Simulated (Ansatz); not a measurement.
# HfC (Fm-3m) under biaxial strain in the (111) plane

Wanted: the shifts of the zone-centre modes of HfC (Fm-3m) with strain.

Program: Ansatz 0.2.0. Level of theory: DFT PBEsol, scalar-relativistic, plane waves, PAW; PAW set soft_1. Results are calculated unless marked as measured.

This is a report of a sequence of runs, with most program output left out.

The database entry behind the starting cell differs from later determinations by our own check (about 0.2 % long), so it need not match the best structure at ambient conditions.

## (1) The structure

Symmetry: Fm-3m, No. 225, cubic system. The conventional cell has a = 4.650 Å, b = 4.650 Å, c = 4.650 Å, α = 90.00°, β = 90.00°, γ = 90.00°. Nearest to C lie 6 Hf at 2.33 Å. Hf has 6 C at 2.33 Å nearest. Farther neighbours are not listed.

## (2) Relaxation

Harmonic phonons are second derivatives at a point where the forces vanish, and they are wanted at zero stress, so atoms and cell are relaxed first.

input.yaml

```yaml
crystal:
  lattice:
    - [0.0, 2.325, 2.325]
    - [2.325, 0.0, 2.325]
    - [2.325, 2.325, 0.0]
  atoms:
    - { symbol: C, position: [0.0, 0.0, 0.0] }
    - { symbol: Hf, position: [0.5, 0.5, 0.5] }
kpoints:
  mp_grid: { grid: [16, 16, 16] }
hamiltonian:
  xc: pbesol
  pseudopotentials: { kind: paw, azcp: { folder: soft_1 }, xc_functional: pbe }
scf:
  occupations: { method: gaussian, width: 0.1 }
output:
  forces: true
  stress: true
  eigenvalues: true
relax:
  adjacent_minimum: "off"
  f_tol: 0.005
  max_steps: 80
  cell: { stress_tol: 0.05 }
```

Run with:

```console
$ ansatz run input.yaml --threads 4 --pin off --max-ram 10240MiB --backend cpu --events-out ev --progress --plain --runs-dir out
```

Run time: 23 s. Hardware: 4 threads of Intel Xeon at 2.50GHz (Skylake/Cascade Lake), shared host; peak memory 0.42 GiB.

Step by step:

| step | energy less that of the first step (eV) | largest force component (eV/Å) | pressure (GPa) | volume (Å³) |
| --- | --- | --- | --- | --- |
| 1 | 0.0000 | 0.0000 | -6.51 | 25.14 |
| 2 | -0.0071 | 0.0000 | 5.46 | 23.94 |
| 3 | -0.0150 | 0.0000 | -0.21 | 24.47 |
| 4 | -0.0150 | 0.0000 | 0.00 | 24.45 |
| 5* | -0.0143 | 0.0000 | -0.03 | 24.45 |

Relaxation steps marked * repeat the geometry before them on a plane-wave basis chosen anew for their cell, so energy and pressure can jump there.

Forces are held to the 48 operations that the run works with; a distortion that breaks them can't arise in this run.

| conventional cell, symmetrised | before | after | change |
| --- | --- | --- | --- |
| a (Å) | 4.650 | 4.607 | -0.9 % |
| b (Å) | 4.650 | 4.607 | -0.9 % |
| c (Å) | 4.650 | 4.607 | -0.9 % |
| volume (Å³/atom) | 12.57 | 12.23 | -2.7 % |

The relaxed structure:

```cif
data_structure
_symmetry_space_group_name_H-M 'P 1'
_symmetry_Int_Tables_number 1
_cell_length_a 3.2579
_cell_length_b 3.2579
_cell_length_c 3.2579
_cell_angle_alpha 60.000
_cell_angle_beta 60.000
_cell_angle_gamma 60.000
_cell_volume 24.45
loop_
_atom_site_label
_atom_site_type_symbol
_atom_site_fract_x
_atom_site_fract_y
_atom_site_fract_z
_atom_site_occupancy
C1 C 0.00000 0.00000 0.00000 1
Hf2 Hf 0.50000 0.50000 0.50000 1
```

Numbers from this step:

```
pressure          : -0.03316 GPa
volume per atom   : 12.23 Å³
gap on the k-mesh : 0 eV
```

In this step the volume went from 12.57 to 12.23 Å³/atom.

## (3) Tight relaxation

Phonons need small forces and stress, so the relaxation is finished with tight tolerances on 16×16×16 k points.

input.yaml, the sections that differ from step 2:

```yaml
crystal:
  lattice:
    - [0.0, 2.3036785238, 2.3036785238]
    - [2.3036785238, 0.0, 2.3036785238]
    - [2.3036785238, 2.3036785238, 0.0]
  atoms:
    - { symbol: C, position: [0.0, 0.0, 0.0] }
    - { symbol: Hf, position: [0.5, 0.5, 0.5] }
scf:
  occupations: { method: methfessel_paxton, width: 0.2 }
output:
  forces: true
  stress: true
  eigenvalues: true
  write_density: true
  write_potential: true
  elf: true
  volumetric_format: npy
relax:
  adjacent_minimum: "off"
  f_tol: 0.001
  max_steps: 60
  cell: { stress_tol: 0.01 }
# kpoints, hamiltonian: as in step 2
```

Wall time 16 s (4 threads); peak memory 0.42 GiB; 44 s of CPU time.

Little changed from the start: no atom moved by 0.005 Å and no cell edge by 0.1 %.

Numbers from this step:

| Property | Result |
| --- | --- |
| pressure | -2.86e-4 GPa |
| volume per atom | 12.22 Å³ |

ELF in the ac plane of the conventional cell at fractional y = 0.000, with atoms of C and Hf within 0.2 Å of it. It is the smooth field of the valence electrons, not physical close to the nuclei.

Values, 14 rows by 14 columns, each cell a mean:
```
0.28 0.63 0.74 0.36 0.35 0.72 0.84 0.85 0.81 0.55 0.25 0.58 0.74 0.41
0.72 0.77 0.70 0.33 0.20 0.50 0.72 0.77 0.64 0.31 0.19 0.55 0.76 0.74
0.59 0.57 0.48 0.26 0.14 0.20 0.35 0.39 0.27 0.14 0.18 0.40 0.55 0.58
0.27 0.22 0.18 0.19 0.26 0.33 0.36 0.37 0.35 0.31 0.24 0.18 0.19 0.25
0.60 0.46 0.21 0.18 0.48 0.70 0.74 0.74 0.73 0.63 0.31 0.14 0.31 0.55
0.83 0.75 0.46 0.22 0.57 0.77 0.63 0.53 0.71 0.73 0.35 0.27 0.64 0.81
0.85 0.83 0.60 0.27 0.59 0.72 0.28 0.11 0.53 0.74 0.37 0.39 0.77 0.85
0.85 0.81 0.55 0.25 0.58 0.74 0.41 0.28 0.63 0.74 0.36 0.35 0.72 0.84
0.77 0.64 0.31 0.19 0.55 0.76 0.74 0.72 0.77 0.70 0.33 0.20 0.50 0.72
0.39 0.27 0.14 0.18 0.40 0.55 0.58 0.59 0.57 0.48 0.26 0.14 0.20 0.35
0.37 0.35 0.31 0.24 0.18 0.19 0.25 0.27 0.22 0.18 0.19 0.26 0.33 0.36
0.74 0.73 0.63 0.31 0.14 0.31 0.55 0.60 0.46 0.21 0.18 0.48 0.70 0.74
0.53 0.71 0.73 0.35 0.27 0.64 0.81 0.83 0.75 0.46 0.22 0.57 0.77 0.63
0.11 0.53 0.74 0.37 0.39 0.77 0.85 0.85 0.83 0.60 0.27 0.59 0.72 0.28
```
Columns run along a (4.6 Å), rows up along c (4.6 Å), edges of the conventional cell, whose origin can differ from the input's. Atoms in or near the plane, at fractional coordinates: C at (0.00, 0.00), C at (0.50, 0.50), Hf at (0.50, 0.00), Hf at (0.00, 0.50).

Electrostatic potential energy in the ac plane of the conventional cell at fractional y = 0.000, with atoms of C and Hf within 0.2 Å of it. With pseudopotentials it is smooth inside the atoms' cores, unlike the true potential.

Values in eV, 14 rows by 14 columns, each cell a mean:
```
-34 -18  11  15   1 -14  -8  -4 -13  -8  10  16  -1 -30
 -6   7  17  17   9  -6 -14 -14 -12   1  14  18  14  -1
 15  17  19  19  15   9   1   0   5  12  18  19  18  16
  9  12  16  19  19  17  15  14  16  18  19  18  14  10
-10  -4   7  16  19  17  11   9  15  19  18  12   1  -8
-11 -14  -4  12  17   7 -18 -25  -6  15  16   5 -12 -13
  2 -11 -10   9  15  -6 -34 -35 -25   9  14   0 -14  -4
 -4 -13  -8  10  16  -1 -30 -34 -18  11  15   1 -14  -8
-14 -12   1  14  18  14  -1  -6   7  17  17   9  -6 -14
  0   5  12  18  19  18  16  15  17  19  19  15   9   1
 14  16  18  19  18  14  10   9  12  16  19  19  17  15
  9  15  19  18  12   1  -8 -10  -4   7  16  19  17  11
-25  -6  15  16   5 -12 -13 -11 -14  -4  12  17   7 -18
-35 -25   9  14   0 -14  -4   2 -11 -10   9  15  -6 -34
```
Columns run along a (4.6 Å; values clipped at the 3rd and 97th percentile), rows up along c (4.6 Å), edges of the conventional cell, whose origin can differ from the input's. Atoms in or near the plane, at fractional coordinates: C at (0.00, 0.00), C at (0.50, 0.50), Hf at (0.50, 0.00), Hf at (0.00, 0.50).

Valence density in the ac plane of the conventional cell at fractional y = 0.000, with atoms of C and Hf within 0.2 Å of it. It is the smooth field of the valence electrons, not physical close to the nuclei.

Values in e/Å³, 14 rows by 14 columns, each cell a mean:
```
 2  1  1  0  1  6 26 36 14  2  1  1  1  2
 1  1  1  0  0  2  6  8  3  1  0  0  1  1
 1  0  0  0  0  0  1  1  1  0  0  0  0  1
 1  0  0  0  0  0  0  1  0  0  0  0  0  1
 3  1  0  0  0  1  1  1  1  0  0  0  1  2
19  8  1  0  0  1  1  2  1  1  0  1  3 14
50 19  3  1  1  1  2  2  2  1  1  1  8 36
36 14  2  1  1  1  2  2  1  1  0  1  6 26
 8  3  1  0  0  1  1  1  1  1  0  0  2  6
 1  1  0  0  0  0  1  1  0  0  0  0  0  1
 1  0  0  0  0  0  1  1  0  0  0  0  0  0
 1  1  0  0  0  1  2  3  1  0  0  0  1  1
 2  1  1  0  1  3 14 19  8  1  0  0  1  1
 2  2  1  1  1  8 36 50 19  3  1  1  1  2
```
Columns run along a (4.6 Å), rows up along c (4.6 Å), edges of the conventional cell, whose origin can differ from the input's. Atoms in or near the plane, at fractional coordinates: C at (0.00, 0.00), C at (0.50, 0.50), Hf at (0.50, 0.00), Hf at (0.00, 0.50).

The forces vanish by symmetry and the pressure is 0.000 GPa, within the tolerances set. The cell now holds 12.22 Å³/atom.

## (4) Zone-centre response at rest

Phonons follow from the second derivative of the energy, found here by linear response.

The modes at rest are the reference of the series.

input.yaml, the sections that differ from step 3:

```yaml
crystal:
  lattice:
    - [0.0, 2.3035800706, 2.3035800706]
    - [2.3035800706, 0.0, 2.3035800706]
    - [2.3035800706, 2.3035800706, 0.0]
  atoms:
    - { symbol: C, position: [0.0, 0.0, 0.0] }
    - { symbol: Hf, position: [0.5, 0.5, 0.5] }
output:
  eigenvalues: true
phonons:
  method: dfpt
# kpoints, hamiltonian, scf: as in step 3
# relax: removed
```

It took 41 s on 4 threads; peak memory 0.82 GiB; 1.9 min of CPU time.

This step gave:

```
sum-rule residual before enforcement                    : 1.76e-5 eV/Å²
point group                                             : m-3m
highest optical mode at the zone centre (no LO-TO term) : 452.6 cm⁻¹
lowest optical zone-centre mode                         : 452.6 cm⁻¹
```

Patterns of degenerate modes are one choice out of their space. The modes at Γ (shares of kinetic energy by element, %):

| mode | frequency (cm⁻¹) | symmetry | C % | Hf % |
| --- | --- | --- | --- | --- |
| 1 | 0.0 | acoustic | 6 | 94 |
| 2 | 0.0 | acoustic | 6 | 94 |
| 3 | 0.0 | acoustic | 6 | 94 |
| 4 | 452.6 | T1u | 94 | 6 |
| 5 | 452.6 | T1u | 94 | 6 |
| 6 | 452.6 | T1u | 94 | 6 |

Displacements in mode 4 (452.6 cm⁻¹), the largest set to 1:
```
C1   0.00  0.00  1.00
Hf2  0.00  0.00 -0.07
```

Before it was imposed, the acoustic sum rule was missed by 1.8e-5 eV/Å². Small misses are needed for a sound result but don't prove that mesh and cutoff are converged. The lowest optical mode is real, 453 cm⁻¹.

## (5) Relaxation of a member: biaxial strain of +4 % in the (111) plane

The cell takes a biaxial strain of +4 % in the (111) plane. The strained lengths are held, while the rest of the cell and the atoms relax.

input.yaml, the sections that differ from step 4:

```yaml
crystal:
  lattice:
    - [-0.087066686, 2.3086565875, 2.3086565875]
    - [2.3086565875, -0.087066686, 2.3086565875]
    - [2.3086565875, 2.3086565875, -0.087066686]
  atoms:
    - { symbol: C, position: [0.0, 0.0, 0.0] }
    - { symbol: Hf, position: [0.5, 0.5, 0.5] }
  conventional_axes: [[-1, 1, 0], [0, -1, 1], [1, 1, 1]]
output:
  forces: true
  stress: true
  eigenvalues: true
relax:
  adjacent_minimum: "off"
  f_tol: 0.001
  max_steps: 60
  cell: { stress_tol: 0.01, fix: [a, b, gamma] }
# kpoints, hamiltonian, scf: as in step 4
# phonons: removed
```

The job ended after 50 s (4 threads; peak memory 0.54 GiB).

Step by step:

| step | energy less that of the first step (eV) | largest force component (eV/Å) | pressure (GPa) | volume (Å³) |
| --- | --- | --- | --- | --- |
| 1 | 0.0000 | 0.0000 | -13.56 | 26.00 |
| 2 | 0.0007 | 0.0000 | -10.91 | 25.66 |
| 3 | -0.0011 | 0.0000 | -12.51 | 25.86 |
| 4 | -0.0011 | 0.0000 | -12.50 | 25.86 |
| 5* | -0.0010 | 0.0000 | -12.51 | 25.86 |
| 6 | -0.0010 | 0.0000 | -12.50 | 25.86 |
| 7* | -0.0010 | 0.0000 | -12.50 | 25.86 |

Relaxation steps marked * repeat the geometry before them on a plane-wave basis chosen anew for their cell, so energy and pressure can jump there. Relaxation step 2 was tried and not accepted.

The run keeps the 12 symmetry operations that it works with, so distortions that break them were not tested.

| conventional cell, symmetrised | before | after | change |
| --- | --- | --- | --- |
| a (Å) | 3.388 | 3.388 | +0.0 % |
| b (Å) | 3.388 | 3.388 | +0.0 % |
| c (Å) | 7.847 | 7.804 | -0.5 % |
| volume (Å³/atom) | 13.00 | 12.93 | -0.5 % |

The relaxed structure:

```xyz
2
Lattice="-0.0953 2.3005 2.3005 2.3005 -0.0953 2.3005 2.3005 2.3005 -0.0953" Properties=species:S:1:pos:R:3 pbc="T T T"
C     0.0000    0.0000    0.0000
Hf    2.2528    2.2528    2.2528
```

Numbers from this step:

| Item | Value |
| --- | --- |
| pressure | -12.50 GPa |
| volume per atom | 12.93 Å³ |

The forces vanish by symmetry.

The cell shrank by 0.5 % in volume.

## (6) Modes of this member: biaxial strain of +4 % in the (111) plane

The zone-centre modes follow for biaxial strain of +4 % in the (111) plane.

input.yaml, the sections that differ from step 5:

```yaml
crystal:
  lattice:
    - [-0.0952551279, 2.3004681456, 2.3004681456]
    - [2.3004681456, -0.0952551279, 2.3004681456]
    - [2.3004681456, 2.3004681456, -0.0952551279]
  atoms:
    - { symbol: C, position: [0.0, 0.0, 0.0] }
    - { symbol: Hf, position: [0.5, 0.5, 0.5] }
output:
  eigenvalues: true
phonons:
  method: dfpt
# kpoints, hamiltonian, scf: as in step 5
# relax: removed
```

It took 87 s on 4 threads; peak memory 1.8 GiB; 4.9 min of CPU time.

This step gave:

- sum-rule residual before enforcement: 1.35e-5 eV/Å²
- point group: -3m
- highest optical mode at the zone centre (no LO-TO term): 412.3 cm⁻¹
- lowest optical zone-centre mode: 366.6 cm⁻¹

Patterns of degenerate modes are one choice out of their space. The modes at Γ (shares of kinetic energy by element, %):

| mode | frequency (cm⁻¹) | symmetry | C % | Hf % |
| --- | --- | --- | --- | --- |
| 1 | 0.0 | acoustic | 6 | 94 |
| 2 | 0.0 | acoustic | 6 | 94 |
| 3 | 0.0 | acoustic | 6 | 94 |
| 4 | 366.6 | A2u | 94 | 6 |
| 5 | 412.3 | Eu | 94 | 6 |
| 6 | 412.3 | Eu | 94 | 6 |

Displacements in mode 4 (366.6 cm⁻¹), the largest set to 1:
```
C1   1.00  1.00  1.00
Hf2 -0.07 -0.07 -0.07
```

Displacements in mode 5 (412.3 cm⁻¹), the largest set to 1:
```
C1   0.00  1.00 -1.00
Hf2  0.00 -0.07  0.07
```

The lowest optical mode is real, 367 cm⁻¹, and the highest lies at 412.3 cm⁻¹.

For the highest optical mode at the zone centre (no LO-TO term), step 4 gave 453 cm⁻¹; this run, with strain 4 %, gives 412 cm⁻¹ (-9 %).

## (7) A member of the series: biaxial strain of -4 % in the (111) plane

The cell takes a biaxial strain of -4 % in the (111) plane. The strained lengths are held, while the rest of the cell and the atoms relax.

input.yaml, the sections that differ from step 6:

```yaml
crystal:
  lattice:
    - [0.0872369414, 2.2986738091, 2.2986738091]
    - [2.2986738091, 0.0872369414, 2.2986738091]
    - [2.2986738091, 2.2986738091, 0.0872369414]
  atoms:
    - { symbol: C, position: [0.0, 0.0, 0.0] }
    - { symbol: Hf, position: [0.5, 0.5, 0.5] }
  conventional_axes: [[-1, 1, 0], [0, -1, 1], [1, 1, 1]]
output:
  forces: true
  stress: true
  eigenvalues: true
relax:
  adjacent_minimum: "off"
  f_tol: 0.001
  max_steps: 60
  cell: { stress_tol: 0.01, fix: [a, b, gamma] }
# kpoints, hamiltonian, scf: as in step 6
# phonons: removed
```

It took 52 s on 4 threads; peak memory 0.52 GiB.

Relaxation path:

| step | energy less that of the first step (eV) | largest force component (eV/Å) | pressure (GPa) | volume (Å³) |
| --- | --- | --- | --- | --- |
| 1 | 0.0000 | 0.0000 | 18.28 | 22.91 |
| 2 | 0.0004 | 0.0000 | 14.82 | 23.16 |
| 3 | -0.0011 | 0.0000 | 16.61 | 23.03 |
| 4 | -0.0011 | 0.0000 | 16.54 | 23.04 |
| 5* | -0.0013 | 0.0000 | 16.55 | 23.04 |
| 6 | -0.0013 | 0.0000 | 16.54 | 23.04 |
| 7* | -0.0013 | 0.0000 | 16.54 | 23.04 |

Relaxation steps marked * repeat the geometry before them on a plane-wave basis chosen anew for their cell, so energy and pressure can jump there. Relaxation step 2 was tried and not accepted.

Forces are held to the 12 operations that the run works with; a distortion that breaks them can't arise in this run.

| conventional cell, symmetrised | before | after | change |
| --- | --- | --- | --- |
| a (Å) | 3.127 | 3.127 | +0.0 % |
| b (Å) | 3.127 | 3.127 | +0.0 % |
| c (Å) | 8.114 | 8.159 | +0.6 % |
| volume (Å³/atom) | 11.45 | 11.52 | +0.6 % |

Final coordinates:

```xyz
2
Lattice="0.0959 2.3073 2.3073 2.3073 0.0959 2.3073 2.3073 2.3073 0.0959" Properties=species:S:1:pos:R:3 pbc="T T T"
C     0.0000    0.0000    0.0000
Hf    2.3553    2.3553    2.3553
```

This step gave:

```yaml
pressure: 16.54 GPa
volume_per_atom: 11.52 Å³
```

The forces vanish by symmetry.

## (8) Modes of this member: biaxial strain of -4 % in the (111) plane

The zone-centre modes follow for biaxial strain of -4 % in the (111) plane.

input.yaml, the sections that differ from step 7:

```yaml
crystal:
  lattice:
    - [0.0958971604, 2.3073340281, 2.3073340281]
    - [2.3073340281, 0.0958971604, 2.3073340281]
    - [2.3073340281, 2.3073340281, 0.0958971604]
  atoms:
    - { symbol: C, position: [0.0, 0.0, 0.0] }
    - { symbol: Hf, position: [0.5, 0.5, 0.5] }
output:
  eigenvalues: true
phonons:
  method: dfpt
# kpoints, hamiltonian, scf: as in step 7
# relax: removed
```

The job ended after 90 s (4 threads; peak memory 1.7 GiB).

This step gave:

```
sum-rule residual before enforcement                    : 3.41e-5 eV/Å²
highest optical mode at the zone centre (no LO-TO term) : 540.0 cm⁻¹
lowest optical zone-centre mode                         : 487.0 cm⁻¹
```

Patterns of degenerate modes are one choice out of their space. The modes at Γ (shares of kinetic energy by element, %):

| mode | frequency (cm⁻¹) | symmetry | C % | Hf % |
| --- | --- | --- | --- | --- |
| 1 | 0.0 | acoustic | 6 | 94 |
| 2 | 0.0 | acoustic | 6 | 94 |
| 3 | 0.0 | acoustic | 6 | 94 |
| 4 | 487.0 | Eu | 94 | 6 |
| 5 | 487.0 | Eu | 94 | 6 |
| 6 | 540.0 | A2u | 94 | 6 |

The lowest optical mode is real, 487 cm⁻¹, and the highest lies at 540.0 cm⁻¹.

For the highest optical mode at the zone centre (no LO-TO term), step 4 gave 453 cm⁻¹; this run, with strain -4 %, gives 540 cm⁻¹ (+19 %).

## (9) All members side by side

The members are set side by side, also those not shown above.

Stress is positive in compression; energies are extrapolated to zero smearing, and E0 is that at rest; the edges not held and the atoms are relaxed in each cell; all runs use 16×16×16 k points and Methfessel-Paxton smearing of 0.2 eV. State of the crystal along the series:

| strain (%) | in-plane stress (GPa) | free strain along [111] (%) | E - E0 (meV/atom) |
| --- | --- | --- | --- |
| -4 | 24.81 | 2.244 | 71.03 |
| -3 | 17.93 | 1.681 | 39.02 |
| -2 | 11.51 | 1.123 | 16.93 |
| -1 | 5.54 | 0.5631 | 4.131 |
| 0 | -2.86e-4 | 0 | 0 |
| 1 | -5.147 | -0.5662 | 3.944 |
| 2 | -9.967 | -1.125 | 15.5 |
| 3 | -14.5 | -1.669 | 34.32 |
| 4 | -18.75 | -2.203 | 60.09 |

Optical modes are counted from below at rest and tracked from member to member by their patterns, and modes that stay within 0.3 cm⁻¹ of each other stand once; labels, where given, are those at rest; the edges not held and the atoms are relaxed in each cell; all runs use 16×16×16 k points and Methfessel-Paxton smearing of 0.2 eV. Optical modes along the series:

| strain (%) | optical mode 1 T1u, singlet (cm⁻¹) | optical mode 2 T1u, doublet (cm⁻¹) |
| --- | --- | --- |
| -4 | 540 | 487 |
| -3 | 522.5 | 477.2 |
| -2 | 501.1 | 468.3 |
| -1 | 477.4 | 460.5 |
| 0 | 452.6 | 452.6 |
| 1 | 428.7 | 444.6 |
| 2 | 407 | 436.1 |
| 3 | 386.8 | 425.8 |
| 4 | 366.6 | 412.3 |

Value and slope at zero strain of a cubic (a lower polynomial where under five rows exist) through the rows within 2 % of rest. Slopes at rest:

| mode | frequency (cm⁻¹) | shift per percent of strain (cm⁻¹) | shift per GPa of compressive stress (cm⁻¹) |
| --- | --- | --- | --- |
| optical mode 1 T1u, singlet | 452.7 | -24.62 | 4.61 |
| optical mode 2 T1u, doublet | 452.6 | -7.92 | 1.48 |

## (10) Results

```
members                                                          : 9
highest optical mode at the zone centre (no LO-TO term), at rest : 452.6 cm⁻¹
biaxial modulus in the (111) plane                               : 534 GPa
optical mode 1 T1u, singlet, shift per percent                   : -24.62 cm⁻¹
optical mode 2 T1u, doublet, shift per percent                   : -7.92 cm⁻¹
```

What this shows: The stress changes by 5.34 GPa for each percent, a biaxial modulus of 534 GPa in the (111) plane. For each percent the free edge responds with -0.57 %. The strain lowers the symmetry: the level at 452.6 cm⁻¹ splits, into 540.0 and 487.0 cm⁻¹ at -4 %. The fastest shift in the table of slopes is -24.6 cm⁻¹ for each percent (optical mode 1 T1u, singlet), or 4.6 cm⁻¹ for each GPa of compressive stress. For small strain, the measured shift of a line that Raman or infrared light can see, divided by its slope, estimates the stress, if the state of stress is of this kind. These are harmonic frequencies at zero temperature: anharmonic shifts, linewidths and thermal expansion are left out. Spin-orbit coupling is left out, which can matter for the heavy elements here. With no gap, or one that is small against the smearing, the frequencies hang on the k mesh and the smearing, most of all near Kohn anomalies. The PAW files were made for PBE; the program adapts parts of them to the functional of the run, but their partial waves stay those of PBE, an approximation that was not tested in this session. Only the zone centre was solved, so an instability at another wavevector cannot show here.

[Logs are printed without paths, hosts, clocks, repeated set-up lines and the standing remarks that a program may print on its own settings, such as how far it seeks lower states.]

[Hosts, paths, dates, database ids (printed as entryN), source tags and the programs' standing remarks are cut or masked in the printed files.]
